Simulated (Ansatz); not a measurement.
# Static equation of state of glassy 58SiO2-42ZnO (mol %) (67 atoms)

Density of this cell: 3.19 g/cm³. The cell holds 67 atoms: 15 Si, 11 Zn and 41 O. Its edges and angles: a = 9.745 Å, b = 9.929 Å, c = 9.708 Å, α = 93.4°, β = 86.1°, γ = 88.6°. The starting structure: 67 atoms (15 Si, 11 Zn, 41 O) placed at random at 3.12 g/cm³, melted at 4000 K for 10 ps at fixed volume with the Morse and Coulomb pair potential with partial charges (Pedone, Malavasi, Menziani, Cormack and Segre, J. Phys. Chem. B 110, 11780 (2006)). Quenched from 4000 K to 300 K at 500 K/ps and fixed volume, held 10 ps at zero pressure.

Calculated with Ansatz 0.2.0: Kohn-Sham DFT, PBE, PAW (set soft_1), plane waves; cutoff 420 eV, Γ point, fermi-dirac smearing of 0.05 eV. Cell and atoms were relaxed first, to V0 = 13.956 Å³ an atom at a residual P0 = 0.006 GPa. The cell was then scaled evenly, and the atoms were relaxed at each volume.

```
volume (Å³/atom)  pressure (GPa)
          12.561           5.181
          13.119               ?
          13.538          0.7376
          14.375          -1.544
          14.794          -2.512
```

Task: Fit the third-order Birch–Murnaghan equation to the rows given and interpolate to the withheld row.

Worked fit:

Take the Eulerian strain f = ½[(V0/V)^(2/3) − 1] and the normalised pressure F = (P − P0) / [3f(1 + 2f)^(5/2)]. The third-order Birch–Murnaghan equation is then the line F = B0 + (3/2)B0(B′ − 4) f, so u = f and v = F.

| u = f | v = F (GPa) |
| --- | --- |
| 0.0363832 | 39.7804 |
| 0.0102569 | 22.6062 |
| -0.00975638 | 55.6241 |
| -0.0190507 | 48.5423 |

With n = 4: mean u = 0.00445825, mean v = 41.6383, Σ(u − ū)² = 0.0018076, Σ(u − ū)(v − v̄) = -0.53078. Slope b = -0.53078 / 0.0018076 = -293.65; intercept a = v̄ − b ū = 42.947.

So B0 = a = 42.9 GPa and B′ = 4 + 2b/(3a) = -0.558. At the withheld volume f = 0.02106, F = a + b f = 36.76 GPa, and P = P0 + 3f(1 + 2f)^(5/2) F.

Prediction at 13.119: 2.580 GPa. The run gave 2.512 GPa, so the fit is high by 0.069 GPa (2.7 % of the value).

The series isn't one smooth equation of state: even a line fitted to all rows, the withheld one included, misses F by up to 75.7 %, the count of bonds changes along the series and an atom moves over 0.5 Å in some relaxation. B0 and B′ are then only the numbers of this fit, not moduli of the material. Among the rows given, the largest miss of the fit is at 12.561, by 0.98 GPa (13 % of the range of the table).

Limits: Static cells at zero temperature; the cell shape is held. The program notes that the SCF threshold of these relaxations is loose for the stress. The quench rate of 500 K/ps is many orders above laboratory rates, so the cell is likely richer in defects and strain than a real sample. The network of bonds at the start is that of the classical potential that made the cell, and needn't be the one that DFT or experiment would give. Only the Γ point is sampled, in a cell whose shortest periodic width is 10 Å.

[Logs are printed without paths, hosts, clocks, repeated set-up lines and the standing remarks that a program may print on its own settings, such as how far it seeks lower states.]

[Hosts, paths, dates, database ids (printed as entryN), source tags and the programs' standing remarks are cut or masked in the printed files.]
